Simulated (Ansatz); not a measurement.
**One crystal, many levels of theory: SnO2 (Cassiterite)**

Aim: the gap of SnO2 (Cassiterite) at several levels of theory on one structure, with the time that each takes.

Program: Ansatz 0.2.0. Level of theory: density functionals, hybrids and G0W0, plane waves, PAW. Results are calculated unless marked as measured.

**What was measured.**

- Gap 3.6 eV: experimental gap quoted from earlier work; bulk crystal (quoted in “Study on the Photocatalytic Properties of Flower-Shaped SnO2”, 2022, pmc:9565917).

Most raw output is cut from this account.

In doubt: masses and optical values from hybrid runs of this build are listed as unsure (step 9), which bears on the screening that GW takes from such a start.

## Step 1: Starting point

The structure is tetragonal, space group P4_2/mnm (No. 136). Conventional cell: a = 4.738 Å, b = 4.738 Å, c = 3.187 Å, α = 90.00°, β = 90.00°, γ = 90.00°. Nearest to Sn lie 6 O at 2.05 to 2.06 Å. Nearest to O lie 3 Sn at 2.05 to 2.06 Å. Farther neighbours and most contacts between anions are not listed.

The cell and positions come from the Crystallography Open Database and are kept as given unless a step says otherwise. The default PAW set here is soft_1. Its files were made with PBE; for other functionals the partial waves and projectors stay those of PBE.

## Step 2: LDA on the 6×6×8 mesh

This step: DFT, LDA, plane waves, PAW.

input.yaml

```yaml
crystal:
  lattice:
    - [4.738, 0.0, 0.0]
    - [0.0, 4.738, 0.0]
    - [0.0, 0.0, 3.1865]
  atoms:
    - { symbol: Sn, position: [0.0, 0.0, 0.0] }
    - { symbol: Sn, position: [0.5, 0.5, 0.5] }
    - { symbol: O, position: [0.3071, 0.3071, 0.0] }
    - { symbol: O, position: [0.1929, 0.8071, 0.5] }
    - { symbol: O, position: [0.6929, 0.6929, 0.0] }
    - { symbol: O, position: [0.8071, 0.1929, 0.5] }
kpoints:
  mp_grid: { grid: [6, 6, 8] }
  band_path:
    path:
      - [0.0, 0.0, 0.0]
      - [0.0, 0.5, 0.0]
      - [0.5, 0.5, 0.0]
      - [0.0, 0.0, 0.5]
      - [0.0, 0.5, 0.5]
      - [0.5, 0.5, 0.5]
    npoints: 1
hamiltonian:
  xc: lda
  pseudopotentials: { kind: paw, azcp: { folder: "./paw" } }
scf:
  occupations: { method: fixed }
  n_extra_bands: 6
output:
  eigenvalues: true
  forces: true
  stress: true
```

Started as:

```sh
ansatz run input.yaml --threads 3 --pin off --max-ram 92160MiB --backend cuda --events-out ev --progress --plain --runs-dir out --devices 1 --max-vram 13GiB
```

Run time: 8.1 s. Hardware: 1 × NVIDIA H100 80GB HBM3 (shared by 6 runs) with 3 threads of AMD EPYC 7R13 (Zen 3), shared host; peak memory 0.91 GiB.

Numbers from this step:

* pressure: -1.045 GPa
* gap: 1.140 eV
* valence top at: Γ
* conduction bottom at: Γ
* least direct gap: 1.140 eV

Over mesh and listed points the gap is 1.140 eV, direct, at k = Γ. The program's warnings for this run: pseudo functional mismatch.

## Step 3: PBE on the 6×6×8 mesh

Levels along a band path and on the mesh show where this functional puts the band edges.

This step: DFT, PBE, plane waves, PAW.

Edit input.yaml of step 2 so:

```diff
@@ -16,14 +16,11 @@
     path:
-      - [0.0, 0.0, 0.0]
-      - [0.0, 0.5, 0.0]
-      - [0.5, 0.5, 0.0]
-      - [0.0, 0.0, 0.5]
-      - [0.0, 0.5, 0.5]
-      - [0.5, 0.5, 0.5]
-    npoints: 1
+      - [[0.0, 0.0, 0.0], [0.0, 0.5, 0.0], [0.5, 0.5, 0.0], [0.0, 0.0, 0.0], [0.0, 0.0, 0.5], [0.0, 0.5, 0.5], [0.5, 0.5, 0.5], [0.0, 0.0, 0.5]]
+      - [[0.0, 0.5, 0.0], [0.0, 0.5, 0.5]]
+      - [[0.5, 0.5, 0.0], [0.5, 0.5, 0.5]]
+    npoints: 10
 hamiltonian:
-  xc: lda
+  xc: pbe
   pseudopotentials: { kind: paw, azcp: { folder: "./paw" } }
 scf:
-  occupations: { method: fixed }
+  occupations: { method: fermi_dirac, width: 0.02 }
   n_extra_bands: 6
@@ -33 +30,5 @@
   stress: true
+  write_density: true
+  write_potential: true
+  elf: true
+  volumetric_format: npy
```

The job ended after 14 s (1 × NVIDIA H100 80GB HBM3 (shared by 6 runs) with 3 threads; peak memory 0.94 GiB).

Numbers from this step:

```yaml
pressure: 11.05 GPa
filled_bands: 26
gap: 1.284 eV
valence_top_at: Γ
conduction_bottom_at: Γ
least_direct_gap: 1.284 eV
```

Over mesh and path the gap is 1.284 eV, direct, at k = Γ. The pressure in this cell is 11 GPa; the cell is kept. PBE against LDA: 1.284 − 1.140 = +0.144 eV, with the same mesh, files and cutoff, and both edges at the same k points.

## Step 4: PBE+SOC on the 6×6×8 mesh

This run has two-component orbitals with spin-orbit coupling.

This step: DFT, PBE with spin-orbit coupling, plane waves, PAW.

input.yaml

```yaml
crystal:
  lattice:
    - [4.738, 0.0, 0.0]
    - [0.0, 4.738, 0.0]
    - [0.0, 0.0, 3.1865]
  atoms:
    - { symbol: Sn, position: [0.0, 0.0, 0.0] }
    - { symbol: Sn, position: [0.5, 0.5, 0.5] }
    - { symbol: O, position: [0.3071, 0.3071, 0.0] }
    - { symbol: O, position: [0.1929, 0.8071, 0.5] }
    - { symbol: O, position: [0.6929, 0.6929, 0.0] }
    - { symbol: O, position: [0.8071, 0.1929, 0.5] }
kpoints:
  mp_grid: { grid: [6, 6, 8] }
  band_path:
    path:
      - [0.0, 0.0, 0.0]
      - [0.0, 0.5, 0.0]
      - [0.5, 0.5, 0.0]
      - [0.0, 0.0, 0.5]
      - [0.0, 0.5, 0.5]
      - [0.5, 0.5, 0.5]
    npoints: 1
hamiltonian:
  xc: pbe
  pseudopotentials: { kind: paw_fr, azcp: { folder: "./paw" } }
scf:
  occupations: { method: fermi_dirac, width: 0.02 }
  n_extra_bands: 12
magnetization:
  noncollinear: true
  spin_orbit: true
output:
  eigenvalues: true
  forces: true
  stress: true
```

Elapsed: 19 s, on 1 × NVIDIA H100 80GB HBM3 (shared by 6 runs) with 3 threads; peak memory 0.97 GiB; 25 s of CPU time.

Numbers from this step:

- pressure: 11.01 GPa
- gap: 1.290 eV
- valence top at: Γ
- conduction bottom at: Γ
- least direct gap: 1.290 eV

Over mesh and listed points the gap is 1.290 eV, direct, at k = Γ. The pressure in this cell is 11 GPa; the cell is kept. PBE+SOC against PBE: 1.290 − 1.284 = +0.006 eV, with the same mesh, set of files (read in its fully relativistic form for the spin-orbit run) and cutoff, and both edges at the same k points. The spin-orbit run sees mesh and listed points alone, so its gap is an upper bound: the coupling can move an edge off these points, and the change over the zone, its sign included where it is small, is not known.

## Step 5: HSE06 on the 4×4×4 mesh

HSE06 mixes in a quarter of exact exchange at short range.

This step: DFT, HSE06, plane waves, PAW.

Edit input.yaml of step 4 so:

```diff
@@ -13,3 +13,3 @@
 kpoints:
-  mp_grid: { grid: [6, 6, 8] }
+  mp_grid: { grid: [4, 4, 4] }
   band_path:
@@ -24,13 +24,8 @@
 hamiltonian:
-  xc: pbe
-  pseudopotentials: { kind: paw_fr, azcp: { folder: "./paw" } }
+  xc: hse06
+  pseudopotentials: { kind: paw, azcp: { folder: "./paw" } }
 scf:
-  occupations: { method: fermi_dirac, width: 0.02 }
-  n_extra_bands: 12
-magnetization:
-  noncollinear: true
-  spin_orbit: true
+  occupations: { method: fixed }
+  n_extra_bands: 6
 output:
   eigenvalues: true
-  forces: true
-  stress: true
```

It took 35 s on 1 × NVIDIA H100 80GB HBM3 (shared by 6 runs) with 3 threads; peak memory 1.3 GiB.

This step gave:

```yaml
gap: 3.040 eV
valence_top_at: Γ
conduction_bottom_at: Γ
least_direct_gap: 3.040 eV
exact_exchange_fraction: 0.25
```

Over mesh and listed points the gap is 3.040 eV, direct, at k = Γ. HSE06 against PBE: 3.040 − 1.284 = +1.756 eV. The runs also differ in mesh (6×6×8 and 4×4×4), so how much of this comes from the functional alone is not known.

## Step 6: PBE0 on the 4×4×4 mesh

PBE0 mixes in a quarter of exact exchange at all distances.

This step: DFT, PBE0, plane waves, PAW.

Edit input.yaml of step 5 so:

```diff
@@ -24,3 +24,3 @@
 hamiltonian:
-  xc: hse06
+  xc: pbe0
   pseudopotentials: { kind: paw, azcp: { folder: "./paw" } }
```

Wall time 25 s (1 × NVIDIA H100 80GB HBM3 (shared by 6 runs) with 3 threads); peak memory 1.3 GiB.

Numbers from this step:

```
gap                     : 3.764 eV
valence top at          : Γ
conduction bottom at    : Γ
least direct gap        : 3.764 eV
exact-exchange fraction : 0.25
```

Over mesh and listed points the gap is 3.764 eV, direct, at k = Γ. PBE0 against HSE06: 3.764 − 3.040 = +0.724 eV, with the same mesh, files and cutoff, and both edges at the same k points.

## Step 7: DDH-PBE0 on the 4×4×4 mesh

The input asks for a share of exact exchange of one over the crystal's ε∞, which the program works out first.

This step: DFT, dielectric-dependent PBE0 (fraction 1/eps_inf of PBE), plane waves, PAW.

Edit input.yaml of step 6 so:

```diff
@@ -12,2 +12,3 @@
     - { symbol: O, position: [0.8071, 0.1929, 0.5] }
+  host: atoms
 kpoints:
@@ -24,3 +25,6 @@
 hamiltonian:
-  xc: pbe0
+  xc:
+    exchange: pbe
+    correlation: pbe
+    exx: { coeff: inverse_dielectric }
   pseudopotentials: { kind: paw, azcp: { folder: "./paw" } }
```

It took 64 s on 1 × NVIDIA H100 80GB HBM3 (shared by 6 runs) with 3 threads; peak memory 1.4 GiB; 31 s of CPU time.

Numbers from this step:

| Quantity | Value |
| --- | --- |
| gap | 3.501 eV |
| valence top at | Γ |
| conduction bottom at | Γ |
| least direct gap | 3.501 eV |
| exact-exchange fraction | 0.2245 |

Over mesh and listed points the gap is 3.501 eV, direct, at k = Γ. DDH-PBE0 against PBE0: 3.501 − 3.764 = −0.263 eV, with the same mesh, files and cutoff, and both edges at the same k points.

## Step 8: G0W0@PBE, 4×4×6 mesh, 566 empty bands, screening to 230 eV

G0W0 replaces the xc potential by a self-energy built once from the orbitals of the start. Levels are corrected in the window of bands that the input names, at points of the mesh.

This step: G0W0 on PBE, plane waves, PAW.

input.yaml

```yaml
crystal:
  lattice:
    - [4.738, 0.0, 0.0]
    - [0.0, 4.738, 0.0]
    - [0.0, 0.0, 3.1865]
  atoms:
    - { symbol: Sn, position: [0.0, 0.0, 0.0] }
    - { symbol: Sn, position: [0.5, 0.5, 0.5] }
    - { symbol: O, position: [0.3071, 0.3071, 0.0] }
    - { symbol: O, position: [0.1929, 0.8071, 0.5] }
    - { symbol: O, position: [0.6929, 0.6929, 0.0] }
    - { symbol: O, position: [0.8071, 0.1929, 0.5] }
kpoints:
  mp_grid: { grid: [4, 4, 6] }
hamiltonian:
  xc: pbe
  pseudopotentials: { kind: paw, azcp: { folder: "./paw" } }
scf:
  occupations: { method: fixed }
gw:
  n_empty_bands: 566
  ecut_chi: 230.0
  qp_bands: [v2, c2]
  qp_kpoints: band_edges
  screening: { model: contour_deformation }
```

It took 48 s on 1 × NVIDIA H100 80GB HBM3 (shared by 6 runs) with 3 threads; peak memory 2.8 GiB.

Numbers from this step:

* bands summed: 592
* RPA ε∞ on this mesh (eigenvalues): 4.312, 4.312, 4.538
* plane waves in the screening matrix: 563
* G0W0 gap over the corrected points: 2.844 eV
* k of the valence top: 0, 0, 0
* k of the conduction bottom: 0, 0, 0
* starting gap on the mesh: 1.283 eV
* Z at the valence top: 0.7496
* Z at the conduction bottom: 0.8217
* least direct G0W0 gap over the corrected points: 2.844 eV

Over 11 of 24 irreducible mesh points the G0W0 gap is 2.844 eV, direct, at k = Γ. The PBE gap of this run on the mesh is 1.283 eV. The two states that bound the G0W0 gap lie that far apart at the start, so the correction of the gap is 2.844 − 1.283 = +1.561 eV.

## Step 9: G0W0@HSE06, 4×4×6 mesh, 566 empty bands, screening to 230 eV

This step: G0W0 on HSE06, plane waves, PAW.

Edit input.yaml of step 8 so:

```diff
@@ -15,3 +15,3 @@
 hamiltonian:
-  xc: pbe
+  xc: hse06
   pseudopotentials: { kind: paw, azcp: { folder: "./paw" } }
```

Elapsed: 2 min, on 1 × NVIDIA H100 80GB HBM3 (shared by 6 runs) with 3 threads; peak memory 3.1 GiB.

Numbers from this step:

* bands summed: 592
* RPA ε∞ on this mesh (eigenvalues): 3.319, 3.319, 3.624
* plane waves in the screening matrix: 563
* G0W0 gap over the corrected points: 3.754 eV
* k of the valence top: 0, 0, 0
* k of the conduction bottom: 0, 0, 0
* starting gap on the mesh: 3.039 eV
* Z at the valence top: 0.7891
* Z at the conduction bottom: 0.8526
* least direct G0W0 gap over the corrected points: 3.754 eV

Over 13 of 24 irreducible mesh points the G0W0 gap is 3.754 eV, direct, at k = Γ. The HSE06 gap of this run on the mesh is 3.039 eV. The two states that bound the G0W0 gap lie that far apart at the start, so the correction of the gap is 3.754 − 3.039 = +0.715 eV. G0W0@HSE06 against G0W0@PBE with 592 bands: 3.754 − 2.844 = +0.910 eV, with the same mesh, files and cutoffs, and both edges at the same k points.

## Step 10: G0W0@LDA, 4×4×6 mesh, 566 empty bands, screening to 230 eV

This step: G0W0 on LDA, plane waves, PAW.

Edit input.yaml of step 9 so:

```diff
@@ -15,3 +15,3 @@
 hamiltonian:
-  xc: hse06
+  xc: lda
   pseudopotentials: { kind: paw, azcp: { folder: "./paw" } }
```

Run time: 58 s. Hardware: 1 × NVIDIA H100 80GB HBM3 (shared by 6 runs) with 3 threads; peak memory 2.8 GiB; 66 s of CPU time.

This step gave:

```yaml
bands_summed: 592
rpa_eps_infinity_on_this_mesh_eigenvalues: 4.510, 4.510, 4.707
plane_waves_in_the_screening_matrix: 563
g0w0_gap_over_the_corrected_points: 2.838 eV
k_of_the_valence_top: 0, 0, 0
k_of_the_conduction_bottom: 0, 0, 0
starting_gap_on_the_mesh: 1.139 eV
z_at_the_valence_top: 0.7463
z_at_the_conduction_bottom: 0.8178
least_direct_g0w0_gap_over_the_corrected_points: 2.838 eV
```

Over 11 of 24 irreducible mesh points the G0W0 gap is 2.838 eV, direct, at k = Γ. The LDA gap of this run on the mesh is 1.139 eV. The two states that bound the G0W0 gap lie that far apart at the start, so the correction of the gap is 2.838 − 1.139 = +1.699 eV. G0W0@LDA against G0W0@HSE06 with 592 bands: 2.838 − 3.754 = −0.916 eV, with the same mesh, files and cutoffs, and both edges at the same k points. The program's warnings for this run: pseudo functional mismatch.

(Part 1 of 2 ends here.)

[Paths, hosts, dates, memory and timing lines, banners, echoed tables and standing remarks are left out of the program output.]

[Logs are printed without paths, hosts, clocks, repeated set-up lines and the standing remarks that a program may print on its own settings, such as how far it seeks lower states.]

[Runs of the session that timed out or met a known fault of the program may be left out.]

[Cells called generated may have been cut or substituted from an entry of the Crystallography Open Database or the Materials Project.]

[Hosts, paths, dates, database ids (printed as entryN), source tags and the programs' standing remarks are cut or masked in the printed files.]

[Where an RPA ε∞ is given, it is that of the G0W0 mesh and is not shown converged in it. Names of k-points follow the symmetry that the program found, which can be lower than the space group named. Band edges on a path are those of the sampled points; other points can move an edge, and change direct to indirect where valleys lie close.]

[Hybrid gaps are those of their k-mesh and are not shown converged in it.]
